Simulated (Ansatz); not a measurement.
# Li on W(110): change of the work function, part 3 of 5

Aim: the work function of W(110) at several coverages of Li (longbridge site), and the dipole that each adsorbate carries.

Ansatz 0.2.0; plane-wave DFT, PBE, Ansatz PAW.

So far, work function, upper face (eV): step 2 (the clean slab) 4.84; step 3 (17 atoms, coverage 0.25 ML, cell 2x2) 2.46.

## 4. Adsorbate added, k-mesh 6×6×1, coverage 0.5 ML

System of this step: LiW8 (Li/W(110)). The cell holds 18 atoms: 16 W and 2 Li. Its edges and angles: a = 5.473 Å, b = 5.473 Å, c = 27.302 Å, α = 90.0°, β = 90.0°, γ = 70.5°. Vacuum lies along c.

Another coverage, to see how the dipoles act on each other as their distance changes.

input.yaml

```yaml
crystal:
  lattice:
    - [4.468914857, -3.16, 0.0]
    - [4.468914857, 3.16, 0.0]
    - [0.0, 0.0, 27.3019646541]
  atoms:
    - { symbol: W, position: [0.0, 0.0, 0.3296466065] }
    - { symbol: W, position: [0.25, 0.25, 0.4114889742] }
    - { symbol: W, position: [0.0, 0.0, 0.4947187085] }
    - { symbol: W, position: [0.25, 0.25, 0.5750121568] }
    - { symbol: W, position: [0.0, 0.5, 0.3296466065] }
    - { symbol: W, position: [0.25, 0.75, 0.4114889742] }
    - { symbol: W, position: [0.0, 0.5, 0.4947187085] }
    - { symbol: W, position: [0.25, 0.75, 0.5750121568] }
    - { symbol: W, position: [0.5, 0.0, 0.3296466065] }
    - { symbol: W, position: [0.75, 0.25, 0.4114889742] }
    - { symbol: W, position: [0.5, 0.0, 0.4947187085] }
    - { symbol: W, position: [0.75, 0.25, 0.5750121568] }
    - { symbol: W, position: [0.5, 0.5, 0.3296466065] }
    - { symbol: W, position: [0.75, 0.75, 0.4114889742] }
    - { symbol: W, position: [0.5, 0.5, 0.4947187085] }
    - { symbol: W, position: [0.75, 0.75, 0.5750121568] }
    - { symbol: Li, position: [0.0, 0.0, 0.6703533935] }
    - { symbol: Li, position: [0.5, 0.5, 0.6703533935] }
kpoints:
  mp_grid: { grid: [6, 6, 1] }
hamiltonian:
  xc: pbe
scf:
  occupations: { method: fermi_dirac, width: 0.1 }
  convergence: { dr2_threshold: 1.0e-08 }
efield:
  axis: 3
  dipole_correction: true
  ramp_position: 0.97
  ramp_width: 0.06
relax:
  f_tol: 0.02
  max_steps: 60
  constraints: [{ sites: [0, 1, 4, 5, 8, 9, 12, 13] }]
output:
  bader: true
  dos: { projected: true, e_range: [-8, 4] }
  write_potential: true
  write_density: true
  volumetric_format: npy
```

Started as:

```console
ansatz run input.yaml --threads 4 --pin off --max-ram 6144MiB --backend cpu --events-out ev --progress --plain --runs-dir out
```

What it wrote:

```text
[...]
Crystal: 18 atoms, lattice volume = 771.104 Å³
Basis set: ecut = 420 eV, 15123 PW (Γ), exchange–correlation on 80×80×384 points (8 copies of the dense FFT grid, shifted against one another)
Bands: 138, of which v1, the nominal top of the filled ones, is band 115 counted from 1 (114 counted from 0)
Symmetry: 8 space group operations
[...]
k-points: 13 of 36
[...]
SCF iter   1: F=—  HF=-166557.294632 eV  |F-HF|=—  |Δ(HF+E_count)|=         —  Δρ=1.15e-2  dr2=3.86e1  ethr=1.77e-3  p=0.650 e·Å  D=1.52e-1 V/Å  ΔV_dip=-4.16 eV  dr2_dipole=3.11e1  V_vac-E_F(+/−)=1.16/5.32 eV  ⟨swp⟩=11.2  Hψ=9748  notcnv=0
[...]
SCF iter  13: F=-166556.248719 eV  HF=-166556.248719 eV  |F-HF|=6.40e-10  |Δ(HF+E_count)|=   1.28e-9  Δρ=2.56e-7  dr2=1.73e-9  ethr=4.35e-12  p=0.375 e·Å  D=8.81e-2 V/Å  ΔV_dip=-2.41 eV  dr2_dipole=3.47e-12  V_vac-E_F(+/−)=2.49/4.90 eV  ⟨swp⟩=12.3  Hψ=13387  notcnv=0
SCF 1 converged in 13 iterations: F = -166556.248719 eV  dr2 = 1.73e-9
[...]
relax step   1: F+E_penalty+E_count = -166556.24871931 eV  Δ(F+E_penalty+E_count) = +0.000e0 eV  max|allowed force component| = 6.693e-1 eV/Å  Δτ_max = 0.0000 Å  (13 SCF iters, accepted)
[...]
SCF iter  11: F=-166556.476234 eV  HF=-166556.476234 eV  |F-HF|=1.60e-9  |Δ(HF+E_count)|=  1.16e-10  Δρ=3.05e-7  dr2=1.49e-9  ethr=1.00e-12  p=0.415 e·Å  D=9.74e-2 V/Å  ΔV_dip=-2.66 eV  dr2_dipole=2.11e-11  V_vac-E_F(+/−)=2.23/4.89 eV  ⟨swp⟩=11.8  Hψ=12790  notcnv=0
SCF 2 converged in 11 iterations: F = -166556.476234 eV  dr2 = 1.49e-9
relax step   2: F+E_penalty+E_count = -166556.47623365 eV  Δ(F+E_penalty+E_count) = -2.275e-1 eV  max|allowed force component| = 5.666e-1 eV/Å  Δτ_max = 0.1949 Å  (11 SCF iters, accepted)
[...]
SCF iter  10: F=-166556.543733 eV  HF=-166556.543733 eV  |F-HF|=1.27e-8  |Δ(HF+E_count)|=   2.54e-8  Δρ=5.64e-7  dr2=4.83e-9  ethr=1.76e-12  p=0.408 e·Å  D=9.59e-2 V/Å  ΔV_dip=-2.62 eV  dr2_dipole=1.29e-9  V_vac-E_F(+/−)=2.27/4.88 eV  ⟨swp⟩=12.3  Hψ=13633  notcnv=0
SCF 3 converged in 10 iterations: F = -166556.543733 eV  dr2 = 4.83e-9
relax step   3: F+E_penalty+E_count = -166556.54373324 eV  Δ(F+E_penalty+E_count) = -6.750e-2 eV  max|allowed force component| = 2.273e-1 eV/Å  Δτ_max = 0.1949 Å  (10 SCF iters, accepted)
[...]
relax step   4: F+E_penalty+E_count = -166556.55209512 eV  Δ(F+E_penalty+E_count) = -8.362e-3 eV  max|allowed force component| = 5.839e-2 eV/Å  Δτ_max = 0.0449 Å  (9 SCF iters, accepted)
SCF iter   1: F=—  HF=-166556.552209 eV  |F-HF|=—  |Δ(HF+E_count)|=         —  Δρ=3.38e-4  dr2=5.58e-3  ethr=2.70e-5  p=0.411 e·Å  D=9.65e-2 V/Å  ΔV_dip=-2.64 eV  dr2_dipole=1.57e-3  V_vac-E_F(+/−)=2.25/4.89 eV  ⟨swp⟩=2.0  Hψ=2485  notcnv=0
[...]
SCF iter   8: F=-166556.552579 eV  HF=-166556.552579 eV  |F-HF|=2.12e-9  |Δ(HF+E_count)|=   1.60e-8  Δρ=2.99e-7  dr2=2.23e-9  ethr=4.35e-12  p=0.411 e·Å  D=9.65e-2 V/Å  ΔV_dip=-2.64 eV  dr2_dipole=3.55e-10  V_vac-E_F(+/−)=2.25/4.89 eV  ⟨swp⟩=11.3  Hψ=13007  notcnv=0
SCF 5 converged in 8 iterations: F = -166556.552579 eV  dr2 = 2.23e-9
relax step   5: F+E_penalty+E_count = -166556.55257893 eV  Δ(F+E_penalty+E_count) = -4.838e-4 eV  max|allowed force component| = 1.549e-2 eV/Å  Δτ_max = 0.0049 Å  (8 SCF iters, accepted)
[...]
SCF converged after 8 iterations
Free energy (F): -166556.552579 eV
[...]
Internal energy: -166556.130230 eV  (E = F + TS)
E sigma→0 (E₀):  -166556.341404 eV
Entropy (-TS):   -0.422349 eV (-23.464 meV/atom)
Fermi energy:    5.339576 eV
Dipole field:    D = 0.096554 V/Å  (p = 0.411455 e·Å, saw-weighted, corrected)
Work function:   Φ+ = 2.2498 eV   Φ− = 4.8859 eV
[...]
--- Forces (eV/Å), atoms counted from 1 ---
  atom   1  W      0.00000000    -0.00000000     0.39335507
  atom   2  W      0.00000000     0.00000000    -0.32018088
  atom   3  W     -0.00000000     0.00000000    -0.01549245
  atom   4  W     -0.00000000     0.00000000    -0.00277753
  atom   5  W      0.00000000    -0.00000000     0.35004365
  atom   6  W     -0.00000000     0.00000000    -0.41475292
  atom   7  W     -0.00000000    -0.00000000     0.01359115
  atom   8  W     -0.00000000     0.00000000    -0.00297634
  atom   9  W      0.00000000    -0.00000000     0.35004365
  atom  10  W      0.00000000     0.00000000    -0.41475292
  atom  11  W      0.00000000    -0.00000000     0.01359115
  atom  12  W      0.00000000     0.00000000    -0.00297634
  atom  13  W      0.00000000    -0.00000000     0.39335507
  atom  14  W      0.00000000     0.00000000    -0.32018088
  atom  15  W     -0.00000000     0.00000000    -0.01549245
  atom  16  W     -0.00000000     0.00000000    -0.00277753
  atom  17  Li     0.00000000    -0.00000000    -0.00082420
  atom  18  Li     0.00000000    -0.00000000    -0.00082420
  max |Σ_I F_I| component: 2.89e-5 eV/Å
--- Band table (eV; the first three rows and the last of 13) ---
  k-point 0: bands = [... 111 lower, 5.7984, 5.8055, 5.9437, 6.0150, 6.0984, 6.2497, 6.4484, 6.4648, ... 19 higher]
  k-point 1: bands = [... 111 lower, 5.3167, 5.4806, 5.6104, 5.6863, 5.9566, 6.0887, 6.4077, 6.5011, ... 19 higher]
  k-point 2: bands = [... 111 lower, 4.7318, 4.9123, 5.1002, 5.2893, 5.5069, 5.5369, 5.9527, 6.1158, ... 19 higher]
  k-point 12: bands = [... 111 lower, 4.6046, 4.6085, 4.6859, 4.8153, 4.8609, 4.9224, 5.0111, 5.3917, ... 19 higher]
--- Relaxed structure (5 steps of the walk, 5 accepted, 0 SCFs on fresh bases) ---
  F+E_penalty+E_count = -166556.55257893 eV   max|allowed force component| = 1.549e-2 eV/Å
  atoms:
    - { symbol: W, position: [0.0, 0.0, 0.3296466065] }
    - { symbol: W, position: [0.25, 0.25, 0.4114889742] }
    - { symbol: W, position: [0, 0, 0.494258] }
    - { symbol: W, position: [0.25, 0.25, 0.577047] }
    - { symbol: W, position: [-5.551115e-17, 0.5, 0.3296466065] }
    - { symbol: W, position: [0.250000, 0.75, 0.4114889742] }
    - { symbol: W, position: [-5.551115e-17, 0.5, 0.494526] }
    - { symbol: W, position: [0.250000, 0.75, 0.574483] }
    - { symbol: W, position: [0.5, -5.551115e-17, 0.3296466065] }
    - { symbol: W, position: [0.75, 0.250000, 0.4114889742] }
    - { symbol: W, position: [0.5, -5.551115e-17, 0.494526] }
    - { symbol: W, position: [0.75, 0.250000, 0.574483] }
    - { symbol: W, position: [0.5, 0.5, 0.3296466065] }
    - { symbol: W, position: [0.75, 0.75, 0.4114889742] }
    - { symbol: W, position: [0.5, 0.5, 0.494258] }
    - { symbol: W, position: [0.75, 0.75, 0.577047] }
    - { symbol: Li, position: [0, 0, 0.657628] }
    - { symbol: Li, position: [0.5, 0.5, 0.657628] }
--- Bader charges: 18 sites ---
  site symbol  charge [e]  shift [e]
     0      W     -0.0550     0.0000
     1      W      0.0535     0.0000
     2      W      0.0379     0.0000
     3      W     -0.2716     0.0002
     4      W     -0.0584     0.0000
     5      W      0.0517     0.0000
     6      W      0.0416     0.0000
     7      W     -0.6106     0.0004
     8      W     -0.0584     0.0000
     9      W      0.0517     0.0000
    10      W      0.0416     0.0000
    11      W     -0.6106     0.0004
    12      W     -0.0550     0.0000
    13      W      0.0536     0.0000
    14      W      0.0379     0.0000
    15      W     -0.2716     0.0002
    16     Li      0.8109     0.0006
    17     Li      0.8109     0.0006
  estimated error of the sums over rays = 7.0e-4 e
```

The job ended after 5.3 min (4 threads of Arm Neoverse V1, shared host; peak memory 2.9 GiB).

Step by step:

```
step  energy less that of the first step (eV)  largest force component (eV/Å)
   1                                   0.0000                          0.6693
   2                                  -0.2275                          0.5666
   3                                  -0.2950                          0.2273
   4                                  -0.3034                          0.0584
   5                                  -0.3039                          0.0155
```

Forces are held to the 8 operations that the program found; a distortion that breaks them can't arise in this run.

The atoms that moved most (Å):

```
atom     dx     dy      dz  length
Li18  0.000  0.000  -0.347   0.347
Li17  0.000  0.000  -0.347   0.347
  W4  0.000  0.000   0.056   0.056
 W16  0.000  0.000   0.056   0.056
 W12  0.000  0.000  -0.014   0.014
  W8  0.000  0.000  -0.014   0.014
  W3  0.000  0.000  -0.013   0.013
 W15  0.000  0.000  -0.013   0.013
```

The relaxed structure:

```xyz
18
Lattice="4.4689 -3.1600 0.0000 4.4689 3.1600 0.0000 0.0000 0.0000 27.3020" Properties=species:S:1:pos:R:3
W     0.0000    0.0000    9.0000
W     2.2345    0.0000   11.2345
W     0.0000    0.0000   13.4942
W     2.2345    0.0000   15.7545
W     2.2345    1.5800    9.0000
W     4.4689    1.5800   11.2345
W     2.2345    1.5800   13.5015
W     4.4689    1.5800   15.6845
W     2.2345   -1.5800    9.0000
W     4.4689   -1.5800   11.2345
W     2.2345   -1.5800   13.5015
W     4.4689   -1.5800   15.6845
W     4.4689    0.0000    9.0000
W     6.7034    0.0000   11.2345
W     4.4689    0.0000   13.4942
W     6.7034    0.0000   15.7545
Li    0.0000    0.0000   17.9545
Li    4.4689    0.0000   17.9545
```

Read from the output:

```
energy at zero smearing        : -166556.3414 eV
work function, upper face      : 2.250 eV
work function, lower face      : 4.886 eV
dipole along the normal        : 0.4115 e·Å
step between the vacuum levels : -2.636 eV
```

The density of states has structure finer than the step of the table below, so its rows give means over 0.25 eV. Peaks (eV: height): -3.130: 60.7, -3.070: 39.6, -2.890: 28.4, -2.800: 34.5, -2.620: 35.4, -2.320: 32.0, -2.170: 28.4.

Density of states against energy, zero at the Fermi level; means over each step:

```
energy (eV)  density of states (states/eV a cell)
      -7.75                                 0.931
      -7.50                                  1.79
      -7.25                                  2.02
      -7.00                                  2.30
      -6.75                                  2.14
      -6.50                                  1.61
      -6.25                                  4.30
      -6.00                                  4.97
      -5.75                                  10.7
      -5.50                                  8.29
      -5.25                                  10.9
      -5.00                                  11.9
      -4.75                                  12.8
      -4.50                                  20.9
      -4.25                                  14.4
      -4.00                                  11.9
      -3.75                                  9.07
      -3.50                                  8.24
      -3.25                                  21.4
      -3.00                                  24.8
      -2.75                                  25.1
      -2.50                                  21.4
      -2.25                                  23.0
      -2.00                                  21.4
      -1.75                                  22.9
      -1.50                                  21.8
      -1.25                                  15.2
      -1.00                                  14.3
      -0.75                                  10.4
      -0.50                                  13.9
      -0.25                                  11.7
       0.00                                  13.7
       0.25                                  12.9
       0.50                                  14.8
       0.75                                  14.0
       1.00                                  17.0
       1.25                                  18.3
       1.50                                  20.9
```

Projected DOS per atom over height of the atomic layer and energy from the Fermi level. Layers: W4 W4 W4 W4 Li2 from below.

Ten even steps from '0' (0.00 states/eV) to '9' (1.72 states/eV), each cell a mean:
```
67762
65551
63341
52251
42251
62240
72360
95581
86691
76691
79980
47740
33330
45540
46640
25520
24420
12210
01100
00000
00000
00000
```
Columns: height of the atomic layer (Å) from 9 to 18.0; rows upwards: energy from the Fermi level (eV) from -7.96 to 1.75.

The relaxation took 5 steps and lowered the energy by 0.30 eV; the largest force on the free atoms ends at 0.015 eV/Å.

The covered face has 2.25 eV, -2.59 eV against the clean one; the bare back face has moved by -0.01 eV, a measure of how thin the slab is.

## 5. Adsorbate added, k-mesh 12×12×1, coverage 1 ML

System of this step: LiW4 (Li/W(110)). The cell holds 5 atoms: 4 W and 1 Li. Cell: a = 2.737 Å, b = 2.737 Å, c = 27.302 Å, α = 90.0°, β = 90.0°, γ = 70.5°. Vacuum lies along c.

Another coverage, to see how the dipoles act on each other as their distance changes.

input.yaml, the sections that differ from step 4:

```yaml
crystal:
  lattice:
    - [2.2344574285, -1.58, 0.0]
    - [2.2344574285, 1.58, 0.0]
    - [0.0, 0.0, 27.3019646541]
  atoms:
    - { symbol: W, position: [0.0, 0.0, 0.3296466065] }
    - { symbol: W, position: [0.5, 0.5, 0.4114889742] }
    - { symbol: W, position: [0.0, 0.0, 0.4947187085] }
    - { symbol: W, position: [0.5, 0.5, 0.5750121568] }
    - { symbol: Li, position: [0.0, 0.0, 0.6703533935] }
kpoints:
  mp_grid: { grid: [12, 12, 1] }
relax:
  f_tol: 0.02
  max_steps: 60
  constraints: [{ sites: [0, 1] }]
output:
  bader: true
  write_potential: true
  write_density: true
  volumetric_format: npy
# hamiltonian, scf, efield: as in step 4
```

What it wrote:

```text
[...]
Crystal: 5 atoms, lattice volume = 192.776 Å³
Basis set: ecut = 420 eV, 3829 PW (Γ), exchange–correlation on 40×40×384 points (8 copies of the dense FFT grid, shifted against one another)
Bands: 36, of which v1, the nominal top of the filled ones, is band 30 counted from 1 (29 counted from 0)
Symmetry: 4 space group operations
[...]
- { symbol: W, position: [0, 0, 0.494364] }
    - { symbol: W, position: [0.5, 0.5, 0.575909] }
    - { symbol: Li, position: [0, 0, 0.657675] }
--- Bader charges: 5 sites ---
  site symbol  charge [e]  shift [e]
     0      W     -0.0556     0.0000
     1      W      0.0469     0.0000
     2      W      0.0286     0.0000
     3      W     -0.7973     0.0004
     4     Li      0.7774     0.0005
  estimated error of the sums over rays = 5.0e-4 e
[key lines of the parts left out:]
SCF converged after 9 iterations
Free energy (F): -41741.745426 eV
Fermi energy:    5.217165 eV
Dipole field:    D = 0.059632 V/Å  (p = 0.063529 e·Å, saw-weighted, corrected)
Work function:   Φ+ = 3.2545 eV   Φ− = 4.8825 eV
```

The job ended after 51 s (4 threads; peak memory 0.64 GiB; 3.4 min of CPU time).

Relaxation path:

```
step  energy less that of the first step (eV)  largest force component (eV/Å)
   1                                   0.0000                          0.7983
   2                                  -0.0909                          0.5669
   3                                  -0.1228                          0.1690
   4                                  -0.1257                          0.0082
```

The run keeps the 4 symmetry operations that the program found, so distortions that break them were not tested.

The atoms that moved most (Å):

```
atom     dx     dy      dz  length
 Li5  0.000  0.000  -0.346   0.346
  W4  0.000  0.000   0.024   0.024
  W3  0.000  0.000  -0.010   0.010
```

The relaxation took 4 steps and lowered the energy by 0.13 eV; the largest force on the free atoms ends at 0.0082 eV/Å.

The covered face has 3.25 eV, -1.59 eV against the clean one; the bare back face has moved by -0.02 eV, a measure of how thin the slab is.

## 6. Work function against coverage

This step: plane-wave DFT, PBE, Ansatz PAW; work function against coverage (Ansatz 0.2.0).

The runs are now put side by side.

This step gave:

```yaml
work_function_of_the_clean_face: 4.845 eV
largest_change_of_the_work_function: -2.595 eV
```

The work function of the covered face by coverage:

```
coverage (adsorbates/nm²)  work function of the covered face (eV)
                     0.00                                    4.84
                     3.54                                    2.46
                     7.08                                    2.25
                    14.16                                    3.25
```

The dipole per adsorbate comes from the change of the cell's dipole. Coverage, by row:

```
coverage (1/nm²)  coverage (ML)  work function (eV)  change (eV)  dipole per adsorbate, positive end outwards (debye)  mean height of the added atoms over the highest substrate atom (Å)
           3.541           0.25               2.457       -2.387                                                1.779                                                               2.244
           7.081            0.5                2.25       -2.595                                                0.968                                                                 2.2
           14.16              1               3.254        -1.59                                                0.295                                                               2.232
```

(Continued in part 4 of 5.)

[Long decimals in the printed logs are rounded to 6 places.]

[Logs are printed without paths, hosts, clocks, repeated set-up lines and the standing remarks that a program may print on its own settings, such as how far it seeks lower states.]

[Hosts, paths, dates, database ids (printed as entryN), source tags and the programs' standing remarks are cut or masked in the printed files.]

[Maps of the electrostatic potential energy from Ansatz leave out the sawtooth potential of an applied field or a dipole correction, so their vacuum need not be flat; planar profiles and work functions include it.]
